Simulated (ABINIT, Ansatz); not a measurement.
# Quasiparticle gap of MoF6 (Im-3m) in ABINIT, part 2 of 3

Aim: the G0W0 gap of MoF6 (Im-3m) on LDA, step by step.

ABINIT 10.8.3; LDA and many-body steps on it, plane waves. Known limits of the many-body steps: not at the basis limit; no spin-orbit coupling; coarse k mesh.

So far. Step 2 (Ground state): The gap is indirect, with the least direct gap 0.10 eV higher.

### Step 3. Bands along the symmetry lines

Level of this step: DFT, LDA, plane waves, norm-conserving pseudopotentials (ABINIT).

Levels along a band path, at the cheap level, show where the edges lie and whether the meshes to come will hold them.

run.abi reads:

```
acell 3*1.0 Angstrom
rprim 
  -3.167343216100 3.167343216100 3.167343216100
  3.167343216100 -3.167343216100 3.167343216100
  3.167343216100 3.167343216100 -3.167343216100
ntypat 2
znucl 42 9
natom 7
typat 1 2 2 2 2 2 2
xred 
  0.000000000000 0.000000000000 0.000000000000
  0.710671220000 0.710671220000 0.000000000000
  0.289328780000 0.289328780000 0.000000000000
  0.000000000000 0.289328780000 0.289328780000
  0.000000000000 0.710671220000 0.710671220000
  0.710671220000 0.000000000000 0.710671220000
  0.289328780000 0.000000000000 0.289328780000
pp_dirpath "pseudos"
pseudos "Mo.upf, F.upf"
ecut 36
iscf -2
irdden 1
kptopt 0
nkpt 26
kpt 
  0.00000000 0.00000000 0.00000000
  0.12500000 -0.12500000 0.12500000
  0.25000000 -0.25000000 0.25000000
  0.37500000 -0.37500000 0.37500000
  0.50000000 -0.50000000 0.50000000
  0.37500000 -0.37500000 0.50000000
  0.25000000 -0.25000000 0.50000000
  0.12500000 -0.12500000 0.50000000
  0.00000000 0.00000000 0.50000000
  0.00000000 0.00000000 0.37500000
  0.00000000 0.00000000 0.25000000
  0.00000000 0.00000000 0.12500000
  0.00000000 0.00000000 0.00000000
  0.06250000 0.06250000 0.06250000
  0.12500000 0.12500000 0.12500000
  0.18750000 0.18750000 0.18750000
  0.25000000 0.25000000 0.25000000
  0.31250000 0.06250000 0.31250000
  0.37500000 -0.12500000 0.37500000
  0.43750000 -0.31250000 0.43750000
  0.50000000 -0.50000000 0.50000000
  0.25000000 0.25000000 0.25000000
  0.18750000 0.18750000 0.31250000
  0.12500000 0.12500000 0.37500000
  0.06250000 0.06250000 0.43750000
  -0.00000000 0.00000000 0.50000000
istwfk *1
nband 35
nbdbuf 2
tolwfr 1e-08
nstep 40
prtwf 0
prtvol 0
indata_prefix "in"
outdata_prefix "out"
tmpdata_prefix "tmp"
```

Run with:

```
> OMP_NUM_THREADS=1 mpirun -n 4 abinit run.abi > log
```

Numbers of over 12 decimals in the logs are rounded to 6 here.

Output:

```text
.Version 10.8.3 of ABINIT. v10.8.2 released Aug 2026.

 Symmetries : space group Im -3 m (#229); Bravais cI (body-center cubic)
[... echo of the input left out ...]
== DATASET  1 ==================================================================
-   mpi_nproc: 4, omp_nthreads: 1 (-1 if OMP is not activated)

--- !DatasetInfo
iteration_state: {dtset: 1, }
dimensions: {natom: 7, nkpt: 26, mband: 35, nsppol: 1, nspinor: 1, nspden: 1, mpw: 8992, }
cutoff_energies: {ecut:  36.0, pawecutdg:  -1.0, }
electrons: {nelect:   5.60000000E+01, charge:   0.00000000E+00, occopt:   1.00000000E+00, tsmear:   1.00000000E-02, }

 Real(R)+Recip(G) space primitive vectors, cartesian coordinates (Bohr,Bohr^-1):
 R(1)= -5.9854112  5.9854112  5.9854112  G(1)=  0.0000000  0.0835364  0.0835364
 R(2)=  5.9854112 -5.9854112  5.9854112  G(2)=  0.0835364  0.0000000  0.0835364
 R(3)=  5.9854112  5.9854112 -5.9854112  G(3)=  0.0835364  0.0835364  0.0000000
 Unit cell volume ucvol=  8.5771296E+02 bohr^3
 Angles (23,13,12)=  1.09471221E+02  1.09471221E+02  1.09471221E+02 degrees

 getcut: wavevector=  0.0000  0.0000  0.0000  ngfft=  60  60  60
         ecut(hartree)=     36.000   => boxcut(ratio)=   2.14279

--- Pseudopotential description ------------------------------------------------
- Mo Generated using ONCVPSP code by D. R. Hamann
- 42.00000  14.00000  180309                  znucl, zion, pspdat
12 -1012 2 -1 1602                            pspcod,pspxc,lmax,lloc,mmax
     nproj     2     2     2
  pspatm : epsatm=   15.87300509
         --- l  ekb(1:nproj) -->
             0   13.816260    1.357626
             1    7.992037    1.133615
             2    2.734251    0.943661
 pspatm: atomic psp has been read  and splines computed

- F Generated using ONCVPSP code by D. R. Hamann
-  9.00000   7.00000  201202                  znucl, zion, pspdat
12 -1012 2 -1 824                             pspcod,pspxc,lmax,lloc,mmax
     nproj     2     2     1
  pspatm : epsatm=    4.94580260
         --- l  ekb(1:nproj) -->
[...]
2   -2.364936
 pspatm: atomic psp has been read  and splines computed

--------------------------------------------------------------------------------

================================================================================
 prteigrs : about to open file out_EIG
 Non-SCF case, kpt    1 (  0.00000  0.00000  0.00000), residuals and eigenvalues=
  7.97E-09  1.84E-09  3.16E-09  9.46E-09  5.86E-09  2.39E-09  4.47E-09  2.74E-09
  4.33E-09  4.13E-09  3.47E-09  6.13E-09  1.66E-09  6.61E-09  9.56E-09  6.15E-09
  1.77E-09  4.31E-09  7.45E-09  3.60E-09  7.90E-09  8.84E-09  1.63E-09  2.67E-09
[...]
-2.3898E+00 -1.4448E+00 -1.4448E+00 -1.4448E+00 -8.9375E-01 -8.9088E-01
 -8.9088E-01 -8.5413E-01 -8.5413E-01 -8.5413E-01 -3.1223E-01 -3.1223E-01
 -2.7915E-01 -2.7915E-01 -2.7915E-01 -2.6408E-01 -2.0365E-01 -2.0365E-01
[...]
-2.0460E-01 -2.0147E-01 -1.9015E-01 -1.8799E-01 -1.8495E-01 -1.8485E-01
 -1.7632E-01 -1.6718E-01 -1.6487E-01 -1.6419E-01 -3.4507E-03 -3.4354E-03
  1.1666E-03  1.6768E-01  1.8373E-01  2.4701E-01  2.5056E-01

--- !ResultsGS
iteration_state: {dtset: 1, }
comment   : Summary of ground state results
lattice_vectors:
- [ -5.9854112,   5.9854112,   5.9854112, ]
- [  5.9854112,  -5.9854112,   5.9854112, ]
- [  5.9854112,   5.9854112,  -5.9854112, ]
lattice_lengths: [  10.36704,   10.36704,   10.36704, ]
lattice_angles: [109.471, 109.471, 109.471, ] # degrees, (23, 13, 12)
lattice_volume:   8.5771296E+02
convergence: {deltae:  0.000E+00, res2:  0.000E+00, residm:  9.976E-09, diffor:  0.000E+00, }
etotal    :  -2.17938630E+02
entropy   :   0.00000000E+00
fermie    :  -1.61239442E-01
cartesian_stress_tensor: null
pressure_GPa: null
xred      :
- [  0.0000E+00,   0.0000E+00,   0.0000E+00, Mo]
- [  7.1067E-01,   7.1067E-01,   1.6364E-17,  F]
- [  2.8933E-01,   2.8933E-01,   6.6623E-18,  F]
- [  6.6623E-18,   2.8933E-01,   2.8933E-01,  F]
- [  1.6364E-17,   7.1067E-01,   7.1067E-01,  F]
- [  7.1067E-01,   1.6364E-17,   7.1067E-01,  F]
- [  2.8933E-01,   6.6623E-18,   2.8933E-01,  F]
cartesian_forces: null
force_length_stats: {min: null, max: null, mean: null, }

 Integrated electronic density in atomic spheres:
 ------------------------------------------------
 Atom  Sphere_radius  Integrated_density
[...]
================================================================================

 ----iterations are completed or convergence reached----

 Mean square residual over all n,k,spin=   49.644E-10; max=  99.757E-10
 reduced coordinates (array xred) for    7 atoms
[...]
cartesian coordinates (angstrom) at end:
    1      0.000000     0.000000     0.000000
    2     -0.000000     0.000000     4.501879
    3      0.000000    -0.000000     1.832807
    4      1.832807    -0.000000     0.000000
    5      4.501879     0.000000    -0.000000
    6     -0.000000     4.501879     0.000000
    7     -0.000000     1.832807     0.000000
 length scales=  1.889726125908  1.889726125908  1.889726125908 bohr
              =  1.000000000000  1.000000000000  1.000000000000 angstroms
 prteigrs : about to open file out_EIG
 Eigenvalues (hartree) for nkpt=  26  k points:
 kpt#   1, nband= 35, wtk=  1.00000, kpt=  0.0000  0.0000  0.0000 (reduced coord)
[...]
kpt#   2, nband= 35, wtk=  1.00000, kpt=  0.1250 -0.1250  0.1250 (reduced coord)
[...]
kpt#   3, nband= 35, wtk=  1.00000, kpt=  0.2500 -0.2500  0.2500 (reduced coord)
[...]
kpt#  25, nband= 35, wtk=  1.00000, kpt=  0.0625  0.0625  0.4375 (reduced coord)
[...]
0.18373    0.24859    0.25256
 kpt#  26, nband= 35, wtk=  1.00000, kpt=  0.0000  0.0000  0.5000 (reduced coord)
[...]
-0.21826   -0.21815   -0.20460   -0.20147   -0.19015   -0.18799   -0.18495   -0.18485
  -0.17632   -0.16718   -0.16487   -0.16419   -0.00345   -0.00344    0.00117    0.16768
   0.18373    0.24701    0.25056

== END DATASET(S) ==============================================================
================================================================================

 -outvars: echo values of variables after computation  --------
            nband          35
             nkpt          26
          spgroup         229
 [... the other variables as echoed above ...]

 Calculation completed.
```

Wall time 49 s (4 MPI ranks of Arm Neoverse V2, shared host); peak memory 0.45 GiB.

This step gave:

```
gap                        : 4.272 eV
k of the valence top       : 0, 0, 0
k of the conduction bottom : 0.3125, 0.0625, 0.3125
least direct gap           : 4.374 eV
```

The gap is 4.272 eV, −0.005 eV from the run before at this level.

The electronic bands at the labelled points (eV, zero at the top of the highest filled band):

```csv
point,band 25,band 26,band 27,band 28,band 29,band 30,band 31,band 32
Γ,-0.39,0.00,0.00,0.00,4.41,4.41,4.41,8.86
halfway,-0.42,-0.08,-0.08,-0.02,4.36,4.36,4.41,8.79
H,-0.47,-0.04,-0.04,-0.04,4.41,4.41,4.41,8.67
halfway,-0.45,-0.09,-0.06,-0.06,4.35,4.35,4.41,8.82
N,-0.41,-0.16,-0.10,-0.08,4.29,4.29,4.42,8.95
halfway,-0.40,-0.07,-0.04,-0.04,4.35,4.35,4.41,8.92
Γ,-0.39,0.00,0.00,0.00,4.41,4.41,4.41,8.86
halfway,-0.62,-0.08,-0.08,-0.07,4.33,4.33,4.40,9.12
P,-0.65,-0.15,-0.15,-0.15,4.30,4.30,4.30,9.39
halfway,-0.62,-0.09,-0.09,-0.09,4.31,4.38,4.38,9.03
H,-0.47,-0.04,-0.04,-0.04,4.41,4.41,4.41,8.67
jump to P,-0.65,-0.15,-0.15,-0.15,4.30,4.30,4.30,9.39
halfway,-0.64,-0.16,-0.12,-0.12,4.28,4.30,4.37,9.17
N,-0.41,-0.16,-0.10,-0.08,4.29,4.29,4.42,8.95
```

### Step 4. Empty states on the mesh, 2×2×2 mesh, 98 bands

The sums over transitions need many empty states on a uniform mesh; this step solves for them.

run.abi reads:

```
acell 3*1.0 Angstrom
rprim 
  -3.167343216100 3.167343216100 3.167343216100
  3.167343216100 -3.167343216100 3.167343216100
  3.167343216100 3.167343216100 -3.167343216100
ntypat 2
znucl 42 9
natom 7
typat 1 2 2 2 2 2 2
xred 
  0.000000000000 0.000000000000 0.000000000000
  0.710671220000 0.710671220000 0.000000000000
  0.289328780000 0.289328780000 0.000000000000
  0.000000000000 0.289328780000 0.289328780000
  0.000000000000 0.710671220000 0.710671220000
  0.710671220000 0.000000000000 0.710671220000
  0.289328780000 0.000000000000 0.289328780000
pp_dirpath "pseudos"
pseudos "Mo.upf, F.upf"
ecut 36
ngkpt 2 2 2
nshiftk 1
shiftk 0 0 0
kptopt 1
chksymbreak 0
iscf -2
irdden 1
istwfk *1
nband 98
nbdbuf 8
tolwfr 1e-09
nstep 60
prtvol 0
indata_prefix "in"
outdata_prefix "out"
tmpdata_prefix "tmp"
```

Output:

```text
.Version 10.8.3 of ABINIT. v10.8.2 released Aug 2026.

 Symmetries : space group Im -3 m (#229); Bravais cI (body-center cubic)
[... echo of the input left out ...]
== DATASET  1 ==================================================================
-   mpi_nproc: 4, omp_nthreads: 1 (-1 if OMP is not activated)
-    --> not optimal distribution: autoparal keyword recommended in input file <--

--- !DatasetInfo
iteration_state: {dtset: 1, }
dimensions: {natom: 7, nkpt: 3, mband: 98, nsppol: 1, nspinor: 1, nspden: 1, mpw: 8992, }
cutoff_energies: {ecut:  36.0, pawecutdg:  -1.0, }
electrons: {nelect:   5.60000000E+01, charge:   0.00000000E+00, occopt:   1.00000000E+00, tsmear:   1.00000000E-02, }

 Real(R)+Recip(G) space primitive vectors, cartesian coordinates (Bohr,Bohr^-1):
 R(1)= -5.9854112  5.9854112  5.9854112  G(1)=  0.0000000  0.0835364  0.0835364
 R(2)=  5.9854112 -5.9854112  5.9854112  G(2)=  0.0835364  0.0000000  0.0835364
 R(3)=  5.9854112  5.9854112 -5.9854112  G(3)=  0.0835364  0.0835364  0.0000000
 Unit cell volume ucvol=  8.5771296E+02 bohr^3
 Angles (23,13,12)=  1.09471221E+02  1.09471221E+02  1.09471221E+02 degrees

 getcut: wavevector=  0.0000  0.0000  0.0000  ngfft=  60  60  60
         ecut(hartree)=     36.000   => boxcut(ratio)=   2.14279

--- Pseudopotential description ------------------------------------------------
- Mo Generated using ONCVPSP code by D. R. Hamann
- 42.00000  14.00000  180309                  znucl, zion, pspdat
12 -1012 2 -1 1602                            pspcod,pspxc,lmax,lloc,mmax
     nproj     2     2     2
  pspatm : epsatm=   15.87300509
         --- l  ekb(1:nproj) -->
             0   13.816260    1.357626
             1    7.992037    1.133615
             2    2.734251    0.943661
 pspatm: atomic psp has been read  and splines computed

- F Generated using ONCVPSP code by D. R. Hamann
-  9.00000   7.00000  201202                  znucl, zion, pspdat
12 -1012 2 -1 824                             pspcod,pspxc,lmax,lloc,mmax
     nproj     2     2     1
  pspatm : epsatm=    4.94580260
         --- l  ekb(1:nproj) -->
[...]
2   -2.364936
 pspatm: atomic psp has been read  and splines computed

--------------------------------------------------------------------------------

================================================================================
 prteigrs : about to open file out_EIG
 Non-SCF case, kpt    1 (  0.00000  0.00000  0.00000), residuals and eigenvalues=
  3.79E-10  2.28E-10  4.77E-10  7.63E-10  9.13E-11  1.68E-10  8.56E-10  1.50E-10
  2.60E-10  9.01E-10  1.73E-10  4.82E-10  2.82E-10  5.86E-10  8.20E-10  6.16E-10
  2.17E-10  4.25E-10  8.24E-10  4.68E-10  6.01E-10  8.13E-10  1.75E-10  4.48E-10
[...]
1.07E-05  3.34E-04
 -2.3898E+00 -1.4448E+00 -1.4448E+00 -1.4448E+00 -8.9375E-01 -8.9088E-01
 -8.9088E-01 -8.5413E-01 -8.5413E-01 -8.5413E-01 -3.1223E-01 -3.1223E-01
 -2.7915E-01 -2.7915E-01 -2.7915E-01 -2.6408E-01 -2.0365E-01 -2.0365E-01
[...]
1.2639E+00  1.2639E+00  1.2735E+00  1.2901E+00  1.2901E+00  1.2901E+00
  1.2901E+00  1.2901E+00  1.2922E+00  1.3610E+00  1.3610E+00  1.3612E+00
  1.3902E+00  1.3916E+00
 prteigrs : prtvol=0 or 1, do not print more k-points.

--- !ResultsGS
iteration_state: {dtset: 1, }
comment   : Summary of ground state results
lattice_vectors:
- [ -5.9854112,   5.9854112,   5.9854112, ]
- [  5.9854112,  -5.9854112,   5.9854112, ]
- [  5.9854112,   5.9854112,  -5.9854112, ]
lattice_lengths: [  10.36704,   10.36704,   10.36704, ]
lattice_angles: [109.471, 109.471, 109.471, ] # degrees, (23, 13, 12)
lattice_volume:   8.5771296E+02
convergence: {deltae:  0.000E+00, res2:  0.000E+00, residm:  9.816E-10, diffor:  0.000E+00, }
etotal    :  -2.17938630E+02
entropy   :   0.00000000E+00
fermie    :  -1.61239442E-01
cartesian_stress_tensor: null
pressure_GPa: null
xred      :
- [  0.0000E+00,   0.0000E+00,   0.0000E+00, Mo]
- [  7.1067E-01,   7.1067E-01,   1.6364E-17,  F]
- [  2.8933E-01,   2.8933E-01,   6.6623E-18,  F]
- [  6.6623E-18,   2.8933E-01,   2.8933E-01,  F]
- [  1.6364E-17,   7.1067E-01,   7.1067E-01,  F]
- [  7.1067E-01,   1.6364E-17,   7.1067E-01,  F]
- [  2.8933E-01,   6.6623E-18,   2.8933E-01,  F]
cartesian_forces: null
force_length_stats: {min: null, max: null, mean: null, }

 Integrated electronic density in atomic spheres:
 ------------------------------------------------
 Atom  Sphere_radius  Integrated_density
[...]
================================================================================

 ----iterations are completed or convergence reached----

 Mean square residual over all n,k,spin=   44.732E-11; max=  98.161E-11
 reduced coordinates (array xred) for    7 atoms
[...]
0.710671220000      0.000000000000      0.710671220000
       0.289328780000      0.000000000000      0.289328780000

 cartesian coordinates (angstrom) at end:
    1      0.000000     0.000000     0.000000
    2     -0.000000     0.000000     4.501879
    3      0.000000    -0.000000     1.832807
    4      1.832807    -0.000000     0.000000
    5      4.501879     0.000000    -0.000000
    6     -0.000000     4.501879     0.000000
    7     -0.000000     1.832807     0.000000
 length scales=  1.889726125908  1.889726125908  1.889726125908 bohr
              =  1.000000000000  1.000000000000  1.000000000000 angstroms
 prteigrs : about to open file out_EIG
 Eigenvalues (hartree) for nkpt=   3  k points:
 kpt#   1, nband= 98, wtk=  0.12500, kpt=  0.0000  0.0000  0.0000 (reduced coord)
[...]
1.11544    1.12623    1.25597    1.26388    1.26388    1.26388    1.27348    1.29011
   1.29011    1.29011    1.29015    1.29015    1.29223    1.36104    1.36105    1.36119
   1.39020    1.39160
 prteigrs : prtvol=0 or 1, do not print more k-points.

== END DATASET(S) ==============================================================
================================================================================

 -outvars: echo values of variables after computation  --------
            nband          98
             nkpt           3
          spgroup         229
 [... the other variables as echoed above ...]

 Calculation completed.
```

Elapsed: 27 s, on 4 MPI ranks; peak memory 0.38 GiB.

Numbers from this step:

- gap: 4.294 eV
- k of the valence top: 0, 0, 0
- k of the conduction bottom: 0.5, 0, 0
- least direct gap: 4.374 eV
- k points computed: 3
- lowest point of the top converged band, above the valence top: 39.40 eV

On this mesh the gap is 4.294 eV.

### Step 5. Screening, 2×2×2 mesh, 90 bands, screening to 98 eV

The RPA dielectric matrix is built and inverted for each q.

This step: RPA screening on LDA, plane waves, norm-conserving pseudopotentials.

Changes to run.abi since step 4:

```diff
@@ -25,10 +25,11 @@
 chksymbreak 0
-iscf -2
-irdden 1
 istwfk *1
-nband 98
-nbdbuf 8
-tolwfr 1e-09
-nstep 60
-prtvol 0
+occopt 1
+irdwfk 1
+optdriver 3
+nband 90
+ecuteps 3.6
+inclvkb 2
+awtr 1
+symchi 1
 indata_prefix "in"
```

Output:

```text
.Version 10.8.3 of ABINIT. v10.8.2 released Aug 2026.

 Symmetries : space group Im -3 m (#229); Bravais cI (body-center cubic)
[... echo of the input left out ...]
== DATASET  1 ==================================================================
-   mpi_nproc: 4, omp_nthreads: 1 (-1 if OMP is not activated)

--- !DatasetInfo
iteration_state: {dtset: 1, }
dimensions: {natom: 7, nkpt: 3, mband: 90, nsppol: 1, nspinor: 1, nspden: 1, mpw: 8992, }
cutoff_energies: {ecut:  36.0, pawecutdg:  -1.0, }
electrons: {nelect:   5.60000000E+01, charge:   0.00000000E+00, occopt:   1.00000000E+00, tsmear:   1.00000000E-02, }

 SCREENING: Calculation of the susceptibility and dielectric matrices

 Based on a program developped by R.W. Godby, V. Olevano, G. Onida, and L. Reining.
 Incorporated in ABINIT by V. Olevano, G.-M. Rignanese, and M. Torrent.
.Using double precision arithmetic ; gwpc =  8

[... cell and pseudopotentials left out ...]
--------------------------------------------------------------------------------

 ==== K-mesh for the wavefunctions ====
 Number of points in the irreducible wedge :     3
[... list of points left out ...]
 Together with 48 symmetry operations and time-reversal symmetry
 yields     8 points in the full Brillouin Zone.

 ==== Q-mesh for the screening function ====
 Number of points in the irreducible wedge :     3
[... list of points left out ...]
 Together with 48 symmetry operations and time-reversal symmetry
 yields     8 points in the full Brillouin Zone.

 setmesh: FFT mesh size selected  =    32x   32x   32
          total number of points  =        32768

 vcoul_init : cutoff-mode = AUXILIARY_FUNCTION
 q-points for optical limit:   1
     1)      0.000010    0.000020    0.000030

- screening: taking advantage of time-reversal symmetry
- Maximum band index for partially occupied states nbvw = 28
- Remaining bands to be divided among processors   nbcw = 62
- Number of bands treated by each node ~15

 Number of electrons calculated from density =   56.0000; Expected =   56.0000
 average of density, n =  0.065290
 r_s =    1.5406
 omega_plasma =   24.6478 [eV]

 calculating chi0 at frequencies [eV] :
  1    0.000000E+00    0.000000E+00
  2    0.000000E+00    2.464783E+01

--------------------------------------------------------------------------------
  q-point number  1        q = ( 0.000000, 0.000000, 0.000000) [r.l.u.]
--------------------------------------------------------------------------------
[... chi0 elements left out ...]
 For q-point:  0.000010 0.000020 0.000030
  dielectric constant =   1.9673
  dielectric constant without local fields =   2.8597

  Average fulfillment of the sum rule on Im[epsilon] for q-point    1 :     32.51  [%]
[... wings left out ...]
  q-point number  2        q = ( 0.500000, 0.000000, 0.000000) [r.l.u.]
--------------------------------------------------------------------------------
[... chi0 elements left out ...]
  Average fulfillment of the sum rule on Im[epsilon] for q-point    2 :     38.65  [%]

 [... 1 further q-points ...]
```

Elapsed: 14 s, on 4 MPI ranks; peak memory 1 GiB; 55 s of CPU time.

This step gave:

```
ε∞ with local fields, on this mesh, along the program's q direction : 1.967
the same without local fields                                       : 2.860
plasma frequency                                                    : 24.65 eV
plane waves in the screening matrix                                 : 321
```

Local fields lower ε∞ by 31 %. On a Γ-centred mesh this coarse the value itself is usually too large, while a short band sum pulls it down.

(Part 2 of 3 ends here.)

[Paths, hosts, dates, memory and timing lines, banners, echoed tables and standing remarks are left out of the program output.]

[Logs are printed without paths, hosts, clocks, repeated set-up lines and the standing remarks that a program may print on its own settings, such as how far it seeks lower states.]

[Runs of the session that timed out or met a known fault of the program may be left out.]

[Hosts, paths, dates, database ids (printed as entryN), source tags and the programs' standing remarks are cut or masked in the printed files.]

[G0W0 gaps are taken among the corrected bands and points alone; a level outside them can change the order at an edge.]

[Where Ansatz stands beside ABINIT at settings called matched, ABINIT's density can come from a denser mesh and the files from another edition; pairs whose starting gaps differed by over 0.03 eV were left out, so agreement reads better than it is.]
